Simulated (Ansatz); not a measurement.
# Phonons of TiOs (Pm-3m) against volume

Wanted: mode Grüneisen parameters of TiOs (Pm-3m).

Calculated with Ansatz 0.2.0; DFT PBEsol, scalar-relativistic, plane waves, PAW; PAW set soft_1.

## 1. Set-up

The structure is cubic, space group Pm-3m (No. 221). Conventional cell: a = 3.062 Å, b = 3.062 Å, c = 3.062 Å, α = 90.00°, β = 90.00°, γ = 90.00°. Ti has 8 Os at 2.65 Å nearest. Os has 8 Ti at 2.65 Å nearest. Farther neighbours are not listed.

## 2. The dispersion

The cell comes from relaxations at this level that are not shown. Stability and thermal properties need the whole zone. Linear response on a 4×4×4 q mesh gives force constants as far as a supercell of that size would.

input.yaml

```yaml
crystal:
  lattice:
    - [3.0617155614, 0.0, 0.0]
    - [0.0, 3.0617155614, 0.0]
    - [0.0, 0.0, 3.0617155614]
  atoms:
    - { symbol: Ti, position: [0.5, 0.5, 0.5] }
    - { symbol: Os, position: [0.0, 0.0, 0.0] }
kpoints:
  mp_grid: { grid: [16, 16, 16] }
hamiltonian:
  xc: pbesol
  pseudopotentials: { kind: paw, azcp: { folder: soft_1 }, xc_functional: pbe }
scf:
  occupations: { method: methfessel_paxton, width: 0.2 }
output:
  eigenvalues: true
phonons:
  method: dfpt
  qmesh: [4, 4, 4]
  temperatures: { t_max: 1000, t_step: 50 }
  qpath:
    path:
      - [[0.0, 0.0, 0.0], [0.0, 0.5, 0.0], [0.5, 0.5, 0.0], [0.0, 0.0, 0.0], [0.5, 0.5, 0.5], [0.0, 0.5, 0.0]]
      - [[0.5, 0.5, 0.5], [0.5, 0.5, 0.0]]
    npoints: 10
```

The run is started by

```sh
ansatz run input.yaml --threads 4 --pin off --max-ram 10240MiB --backend cpu --events-out ev --progress --plain --runs-dir out
```

Numbers of over 12 decimals in the logs are rounded to 6 here.

The log of the run:

```text
Engine: ansatz 0.2.0, aarch64-unknown-linux-gnu
Pseudopotentials: kind: paw
Pseudopotential: Ti, paw, valence charge 12, recommended cutoff 420 eV (normal), soft_1/Ti.paw.azcp
Pseudopotential: Os, paw, valence charge 16, recommended cutoff 420 eV (normal), soft_1/Os.paw.azcp
Functional definition: PBEsol
  exchange = pbesol_x
  correlation = pbesol_c
Crystal: 2 atoms, lattice volume = 28.701 Å³
Basis set: ecut = 420 eV, 587 PW (Γ), exchange–correlation on 48×48×48 points (8 copies of the dense FFT grid, shifted against one another)
Bands: 18, of which v1, the nominal top of the filled ones, is band 14 counted from 1 (13 counted from 0)
Symmetry: 48 space group operations
k-points: 165 of 4096
Non-local potential: Ti, projectors of the file, l = 0: 3, l = 1: 2, l = 2: 3, l = 3: 1
Non-local potential: Os, projectors of the file, l = 0: 3, l = 1: 2, l = 2: 2, l = 3: 1
PAW form: soft (Blöchl's): semilocal exchange-correlation on the pseudo side does not see the compensation charge
PAW frozen core: Ti, regenerated for the run's functional, and the local potential with it (the file was generated under x = pbe(κ = 0.804, μ = 0.219515), c = pbe(β = 0.066725))
PAW frozen core: Os, regenerated for the run's functional, and the local potential with it (the file was generated under x = pbe(κ = 0.804, μ = 0.219515), c = pbe(β = 0.066725))
PAW one-centre angular grid: Ti, 590 points (default); XC on 64 Gauss nodes
PAW one-centre angular grid: Os, 590 points (default); XC on 64 Gauss nodes
Initial density: superposition of atomic densities (chi_scale 0.1, normalization cell, long waves kept (reshape's long-wave potential 0.00 eV rms))
Initial wavefunctions: pseudopotential atomic-orbital guess
Functional: x = pbesol(κ = 0.804, μ = 0.123457), c = pbesol(β = 0.046)
SCF iter   1: F=—  HF=-13728.750533 eV  |F-HF|=—  |Δ(HF+E_count)|=         —  Δρ=1.29e-1  dr2=7.37e0  ethr=3.10e-3  ⟨swp⟩=3.9  Hψ=11292  notcnv=0
preconditioner: auto → none  [metal: Δε(μ)=0.010 eV  Ē_g=4.976 eV  σ=0.200 eV  W_gap=0.04  n_scr=6 (ndim 8)  ℏωp=24.0 eV  f_vac=0.000  D(μ)=0.80/eV (n_scr^D=6)  sad-step TF]
SCF iter   2: F=—  HF=-13728.138033 eV  |F-HF|=—  |Δ(HF+E_count)|=   6.13e-1  S|Δr|=    0.00e0  Δρ=9.27e-2  dr2=4.03e0  ethr=3.10e-3  ⟨swp⟩=2.4  Hψ=5716  notcnv=0
SCF iter   3: F=—  HF=-13727.654830 eV  |F-HF|=—  |Δ(HF+E_count)|=   4.83e-1  S|Δr|=    0.00e0  Δρ=1.42e-2  dr2=9.23e-2  ethr=3.10e-3  ⟨swp⟩=2.1  Hψ=4713  notcnv=0
SCF iter   4: F=—  HF=-13727.639214 eV  |F-HF|=—  |Δ(HF+E_count)|=   1.56e-2  S|Δr|=    0.00e0  Δρ=3.29e-3  dr2=2.08e-3  ethr=3.29e-4  ⟨swp⟩=2.2  Hψ=5082  notcnv=0
SCF iter   5: F=—  HF=-13727.638815 eV  |F-HF|=—  |Δ(HF+E_count)|=   3.99e-4  S|Δr|=    0.00e0  Δρ=2.98e-4  dr2=1.30e-5  ethr=7.43e-6  ⟨swp⟩=2.4  Hψ=4494  notcnv=0
SCF iter   6: F=—  HF=-13727.638812 eV  |F-HF|=—  |Δ(HF+E_count)|=   2.99e-6  S|Δr|=    0.00e0  Δρ=2.73e-5  dr2=1.23e-7  ethr=4.65e-8  ⟨swp⟩=2.6  Hψ=4978  notcnv=0
SCF iter   7: F=—  HF=-13727.638817 eV  |F-HF|=—  |Δ(HF+E_count)|=   5.07e-6  S|Δr|=    0.00e0  Δρ=3.98e-6  dr2=2.89e-9  ethr=4.41e-10  ⟨swp⟩=2.4  Hψ=4755  notcnv=0
SCF iter   8: F=—  HF=-13727.638817 eV  |F-HF|=—  |Δ(HF+E_count)|=  7.02e-10  S|Δr|=    0.00e0  Δρ=4.28e-7  dr2=2.74e-11  ethr=1.03e-11  ⟨swp⟩=2.2  Hψ=4656  notcnv=0
SCF iter   9: F=-13727.638817 eV  HF=-13727.638817 eV  |F-HF|=1.82e-12  |Δ(HF+E_count)|=  9.09e-12  S|Δr|=    0.00e0  Δρ=4.64e-8  dr2=3.63e-13  ethr=1.00e-12  ⟨swp⟩=5.0  Hψ=11562  notcnv=0
the search or the solves at the SCF's close seem to have found levels that the self-consistency loop had missed (the run counts 4). By its estimate they hold under 1e-12 electrons; where the run keeps them, the occupations were computed again with them
SCF 1 converged in 9 iterations: F = -13727.638817 eV  dr2 = 3.63e-13
  greatest PAW one-centre occupation: 1.000 electrons in one spin orbital (limit 2), on the Os atom at site 1 (counted from 0), in its partial waves of l = 0
Initial density: read from a saved state, or passed on in memory by an earlier SCF of this step, an earlier step, the calling program or the single point that the run made first
iter 1 solved again at ethr=4.40e-9 eV; its pass at ethr=3.10e-3 eV (dr2=1.23e-6 eV) is discarded
SCF iter   1: F=—  HF=-13727.638817 eV  |F-HF|=—  |Δ(HF+E_count)|=         —  Δρ=7.55e-7  dr2=2.65e-10  ethr=4.40e-9  ⟨swp⟩=3.6  Hψ=22057  notcnv=0
preconditioner: auto → none  [metal: Δε(μ)=0.021 eV  Ē_g=5.043 eV  σ=0.200 eV  W_gap=0.09  n_scr=6 (ndim 8)  ℏωp=24.0 eV  f_vac=0.000  D(μ)=0.43/eV (n_scr^D=0)]
SCF iter   2: F=—  HF=-13727.638817 eV  |F-HF|=—  |Δ(HF+E_count)|=   2.51e-8  S|Δr|=    0.00e0  Δρ=4.77e-7  dr2=1.07e-10  ethr=1.00e-12  ⟨swp⟩=2.4  Hψ=5020  notcnv=0
SCF iter   3: F=—  HF=-13727.638817 eV  |F-HF|=—  |Δ(HF+E_count)|=  5.46e-12  S|Δr|=    0.00e0  Δρ=2.84e-7  dr2=3.66e-11  ethr=1.00e-12  ⟨swp⟩=1.0  Hψ=2970  notcnv=0
SCF iter   4: F=—  HF=-13727.638817 eV  |F-HF|=—  |Δ(HF+E_count)|=  1.09e-11  S|Δr|=    0.00e0  Δρ=1.67e-7  dr2=1.27e-11  ethr=1.00e-12  ⟨swp⟩=1.0  Hψ=2970  notcnv=0
SCF iter   5: F=-13727.638817 eV  HF=-13727.638817 eV  |F-HF|=3.64e-12  |Δ(HF+E_count)|=  1.82e-12  S|Δr|=    0.00e0  Δρ=7.83e-8  dr2=2.97e-12  ethr=1.00e-12  ⟨swp⟩=1.7  Hψ=3792  notcnv=0
SCF 2 converged in 5 iterations: F = -13727.638817 eV  dr2 = 2.97e-12
phonons: the bands overlap, so this run is a metal and interpolates without the dipole-dipole term. If the crystal is really an insulator or semiconductor, its LO-TO splitting is missing
NSCF: frozen V_eff on 165 k-points
NSCF: frozen V_eff on 405 k-points
DFPT response loops at q = (0, 0, 0) (fractional): preconditioner auto → Kerker (q_TF=auto, 2.717 Å⁻¹) (partly filled bands, converged f_vac=0.000); β = 1.00, the filter's whole step (`scf.mixing.beta` (0.50) is not read by the response loops under this deck's `scf.mixing.preconditioner`; to damp them name `kerker` or `kerker_dos`, under which they read `scf.mixing.beta`, and type it under 1.00, their step now; both keys bind the ground state too); Broyden in place of MSR1
NSCF: frozen V_eff on 2592 k-points
DFPT response loops at q = (0, 0, 0.25) (fractional): mixed as the last ones told, above
NSCF: frozen V_eff on 1458 k-points
DFPT response loops at q = (0, 0, -0.5) (fractional): mixed as the last ones told, above
NSCF: frozen V_eff on 4608 k-points
DFPT response loops at q = (0, 0.25, 0.25) (fractional): mixed as the last ones told, above
NSCF: frozen V_eff on 2592 k-points
DFPT response loops at q = (0, 0.25, -0.5) (fractional): mixed as the last ones told, above
NSCF: frozen V_eff on 1458 k-points
DFPT response loops at q = (0, -0.5, -0.5) (fractional): mixed as the last ones told, above
NSCF: frozen V_eff on 4352 k-points
DFPT response loops at q = (0.25, 0.25, 0.25) (fractional): mixed as the last ones told, above
NSCF: frozen V_eff on 4608 k-points
DFPT response loops at q = (0.25, 0.25, -0.5) (fractional): mixed as the last ones told, above
NSCF: frozen V_eff on 2592 k-points
DFPT response loops at q = (0.25, -0.5, -0.5) (fractional): mixed as the last ones told, above
NSCF: frozen V_eff on 810 k-points
DFPT response loops at q = (-0.5, -0.5, -0.5) (fractional): mixed as the last ones told, above
SCF converged after 9 iterations
Stability not checked: this state was not tested for a lower state beside it, because cold or Methfessel-Paxton smearing, or corrected tetrahedra, fill the levels in a way that the test cannot read (fill_not_monotonic; see scf.lower_state_search)
Free energy (F): -13727.638817 eV
Harris-Foulkes:  -13727.638817 eV  (|F-HF|=1.82e-12)
Internal energy: -13727.638768 eV  (E = F + TS)
E sigma→0 (E₀):  -13727.638805 eV
Entropy (-TS):   -0.000050 eV (-0.025 meV/atom)
Fermi energy:    20.565026 eV
--- Per-component energies (eV) ---
  E_band       = -218.151766
  E_kinetic    = 774.040045
  E_local      = -1743.258406  (includes V_loc(G=0)·N_el)
  E_nonlocal   = 261.389198
  E_hartree    = 653.867815
  E_xc         = -349.066473
  E_vxc        = -392.629671  (∫ρ·V_xc dr)
  E_paw        = -9932.014178  (= ΣΔE_a)
  E_vpaw       = -425.428975  (= ΣTr[D̂ρ^β])
  E_aug_tail   = 0.000383  (compensation charges beyond the density's cutoff)
  E_ewald      = -3392.984534
  E_core_change = 0.387382  (= ΣΔE_core)
  E_smearing   = -0.000050  (= −TS)
  E_closure    = 0.000000  (closes the sum)
  Σ components = -13727.638817   (vs F -13727.638817, Δ=0.00e0)
--- Band table (eV; the first three rows and the last of 165) ---
  k-point 0: bands = [... 10 lower, 15.1332, 19.2045, 19.2045, 19.2045, 22.4541, 22.4541, 24.3564, 24.3564]
  k-point 1: bands = [... 10 lower, 15.2008, 19.1881, 19.1881, 19.2370, 22.3630, 22.4862, 24.1533, 24.1533]
  k-point 2: bands = [... 10 lower, 15.3969, 19.1429, 19.1429, 19.3331, 22.1013, 22.5773, 23.6579, 23.6579]
  k-point 164: bands = [... 10 lower, 16.8261, 18.9711, 18.9711, 18.9711, 21.9371, 21.9371, 23.6554, 23.6554]
--- Phonons (Γ-DFPT): 2 representative perturbations + reference (Σ response iterations 6) ---
  ASR residual: 3.702e-5 → 0.000e0 eV/Å²; symmetrization residual: 7.812e-6 eV/Å²
  ASR residual per site (eV/Å²): 2.08e-5 3.70e-5
  Γ frequencies (cm⁻¹): 0.00 0.00 0.00 233.83 233.83 233.83
--- Phonons (arbitrary-q DFPT): 10 irreducible q on the 4×4×4 mesh ---
  q = [0.0000, 0.0000, 0.0000] (star 1, of the zone-centre solve; hermiticity 2.03e-6, symmetrization 2.40e-13): -0.00 0.00 0.00 233.83 233.83 233.83
  q = [0.0000, 0.0000, 0.2500] (star 6, 4 solved perturbations in 4032 linear systems a pass and spin channel, the states on 1296 of 4096 k-point pairs; hermiticity 6.53e-7, symmetrization 1.02e-13): 82.17 82.17 133.23 227.96 227.96 333.85
  q = [0.0000, 0.0000, -0.5000] (star 3, 4 solved perturbations in 2268 linear systems a pass and spin channel, the states on 729 of 4096 k-point pairs; hermiticity 4.00e-14, symmetrization 1.28e-13): 139.81 139.81 177.13 205.08 205.08 400.60
  q = [0.0000, 0.2500, 0.2500] (star 12, 4 solved perturbations in 7056 linear systems a pass and spin channel, the states on 2304 of 4096 k-point pairs; hermiticity 1.00e-6, symmetrization 2.83e-14): 108.85 112.70 159.48 222.67 277.57 321.73
  q = [0.0000, 0.2500, -0.5000] (star 12, 6 solved perturbations on 1296 of 4096 k-point pairs; hermiticity 6.98e-7, symmetrization 9.05e-15): 139.89 152.76 163.02 217.06 268.49 354.97
  q = [0.0000, -0.5000, -0.5000] (star 3, 4 solved perturbations in 2268 linear systems a pass and spin channel, the states on 729 of 4096 k-point pairs; hermiticity 4.31e-7, symmetrization 2.16e-13): 141.30 161.20 161.20 224.89 313.92 313.92
  q = [0.2500, 0.2500, 0.2500] (star 8, 2 solved perturbations on 2176 of 4096 k-point pairs; hermiticity 5.73e-7, symmetrization 7.70e-14): 135.49 135.49 163.68 276.94 276.94 306.04
  q = [0.2500, 0.2500, -0.5000] (star 12, 4 solved perturbations in 7056 linear systems a pass and spin channel, the states on 2304 of 4096 k-point pairs; hermiticity 4.01e-7, symmetrization 2.02e-13): 155.03 164.24 165.31 267.74 274.64 328.29
  q = [0.2500, -0.5000, -0.5000] (star 6, 4 solved perturbations in 4032 linear systems a pass and spin channel, the states on 1296 of 4096 k-point pairs; hermiticity 3.72e-7, symmetrization 1.10e-13): 170.24 170.24 171.01 275.84 312.77 312.77
  q = [-0.5000, -0.5000, -0.5000] (star 1, 2 solved perturbations on 405 of 4096 k-point pairs; hermiticity 1.74e-13, symmetrization 5.68e-13): 183.37 183.37 183.37 302.65 302.65 302.65
  sum rule: each row above includes the acoustic sum rule's correction from the zone centre's row sums; it moved no ω² by more than (0.34 cm⁻¹)²
  mesh force constants: q→R imaginary residual 1.34e-18; ASR residual 3.702e-5 → 0.000e0 eV/Å²; symmetrization residual 3.553e-15 eV/Å²
  interpolated dispersion: 62 rows × 6 modes
  density of states and harmonic sums: on the 20×20×20 q-mesh, interpolated from the force constants of a 4×4×4 supercell (no non-analytic term)
  largest difference from the sums on the solved wave vectors: F 1.16e-2 eV, S 1.56e-5 and C_V 4.01e-6 eV/K
  zero-point energy: 0.079072 eV/cell   skipped modes (ω ≤ 0): 3   left out of the sums: 6.25e-5 of the cell's modes: C_V's classical limit lies that fraction below 3 k_B per atom; for a crystal, a wire or a layer, F and S can be off by more, and a phonons.interpolated_qmesh denser along its periods is the remedy for the sampling
```

Elapsed: 8.3 min, on 4 threads of Arm Neoverse V2, shared host; peak memory 3.1 GiB.

In the SCF lines HF is the Harris–Foulkes energy and dr2 the Hartree energy of the density residual, in eV; the loop may stop once dr2 is under the threshold and the program's other checks hold. Hψ counts applications of the Hamiltonian.

Numbers from this step:

```yaml
volume_per_atom: 14.35 Å³
gap_on_the_k_mesh: 0 eV
sum_rule_residual_before_enforcement: 3.70e-5 eV/Å²
lowest_frequency_on_the_path: 0 cm⁻¹
point_group: m-3m
highest_frequency_on_the_path_or_at_a_solved_wavevector: 400.6 cm⁻¹
mean_frequency: 212.6 cm⁻¹
debye_temperature_second_moment: 421 K
logarithmic_mean_frequency: 197.3 cm⁻¹
highest_optical_mode_at_the_zone_centre_no_lo_to_term: 233.8 cm⁻¹
lowest_optical_zone_centre_mode: 233.8 cm⁻¹
lowest_mode_on_the_q_mesh_acoustic_modes_at_gamma_apart: 82.17 cm⁻¹
zero_point_energy_per_atom: 39.54 meV
heat_capacity_at_300_k: 22.68 J/(mol atoms K)
vibrational_entropy_at_300_k: 27.50 J/(mol atoms K)
edges_of_the_widest_gap_between_branches_on_path_and_mesh: 183.4, 205.1 cm⁻¹
```

Frequencies (cm⁻¹) solved at each irreducible wavevector; negative means imaginary. Frequencies by wavevector, by row:

| q in reciprocal lattice units | star | mode 1 | mode 2 | mode 3 | mode 4 | mode 5 | mode 6 |
| --- | --- | --- | --- | --- | --- | --- | --- |
| 0 0 0 | 1 | 0 | 0 | 0 | 233.8 | 233.8 | 233.8 |
| 0 0 0.25 | 6 | 82.2 | 82.2 | 133.2 | 228 | 228 | 333.9 |
| 0 0 -0.5 | 3 | 139.8 | 139.8 | 177.1 | 205.1 | 205.1 | 400.6 |
| 0 0.25 0.25 | 12 | 108.8 | 112.7 | 159.5 | 222.7 | 277.6 | 321.7 |
| 0 0.25 -0.5 | 12 | 139.9 | 152.8 | 163 | 217.1 | 268.5 | 355 |
| 0 -0.5 -0.5 | 3 | 141.3 | 161.2 | 161.2 | 224.9 | 313.9 | 313.9 |
| 0.25 0.25 0.25 | 8 | 135.5 | 135.5 | 163.7 | 276.9 | 276.9 | 306 |
| 0.25 0.25 -0.5 | 12 | 155 | 164.2 | 165.3 | 267.7 | 274.6 | 328.3 |
| 0.25 -0.5 -0.5 | 6 | 170.2 | 170.2 | 171 | 275.8 | 312.8 | 312.8 |
| -0.5 -0.5 -0.5 | 1 | 183.4 | 183.4 | 183.4 | 302.6 | 302.6 | 302.6 |

Symmetry leaves 10 wavevectors to solve. The lowest mode among them, the acoustic zeros apart, lies at q = (0, 0, 0.25) and is real, 82.2 cm⁻¹.

## 3. Relaxing at another volume, volume ratio 0.97

The volume is scaled by 0.97 and held; symmetry leaves nothing to relax, so this is a single point. The modes can then be followed against volume.

input.yaml, the sections that differ from step 2:

```yaml
crystal:
  lattice:
    - [3.030787027, 0.0, 0.0]
    - [0.0, 3.030787027, 0.0]
    - [0.0, 0.0, 3.030787027]
  atoms:
    - { symbol: Ti, position: [0.5, 0.5, 0.5] }
    - { symbol: Os, position: [0.0, 0.0, 0.0] }
output:
  forces: true
  stress: true
  eigenvalues: true
# kpoints, hamiltonian, scf: as in step 2
# phonons: removed
```

The log of the run:

```text
[...]
Crystal: 2 atoms, lattice volume = 27.840 Å³
Basis set: ecut = 420 eV, 515 PW (Γ), exchange–correlation on 48×48×48 points (8 copies of the dense FFT grid, shifted against one another)
Bands: 18, of which v1, the nominal top of the filled ones, is band 14 counted from 1 (13 counted from 0)
Symmetry: 48 space group operations
[...]
k-points: 165 of 4096
[...]
--- Band table (eV; the first three rows and the last of 165) ---
  k-point 0: bands = [... 10 lower, 15.6429, 19.8966, 19.8966, 19.8966, 23.2644, 23.2644, 25.2644, 25.2644]
  k-point 1: bands = [... 10 lower, 15.7145, 19.8796, 19.8796, 19.9304, 23.1676, 23.2985, 25.0501, 25.0501]
  k-point 2: bands = [... 10 lower, 15.9229, 19.8330, 19.8330, 20.0304, 22.8896, 23.3953, 24.5293, 24.5293]
  k-point 164: bands = [... 10 lower, 17.4644, 19.6638, 19.6638, 19.6638, 22.7635, 22.7635, 24.5219, 24.5219]
[key lines of the parts left out:]
SCF converged after 7 iterations
Free energy (F): -13727.616160 eV
Fermi energy:    21.312115 eV
P = ⅓ Tr σ = 8.6645 GPa (86.645 kbar)
```

It took 1.4 s on 4 threads; peak memory 0.37 GiB.

Numbers from this step:

- pressure: 8.664 GPa
- volume per atom: 13.92 Å³

The run ends at a pressure of 8.66 GPa.

[end of part 1 of 2]

[Logs are printed without paths, hosts, clocks, repeated set-up lines and the standing remarks that a program may print on its own settings, such as how far it seeks lower states.]

[Hosts, paths, dates, database ids (printed as entryN), source tags and the programs' standing remarks are cut or masked in the printed files.]
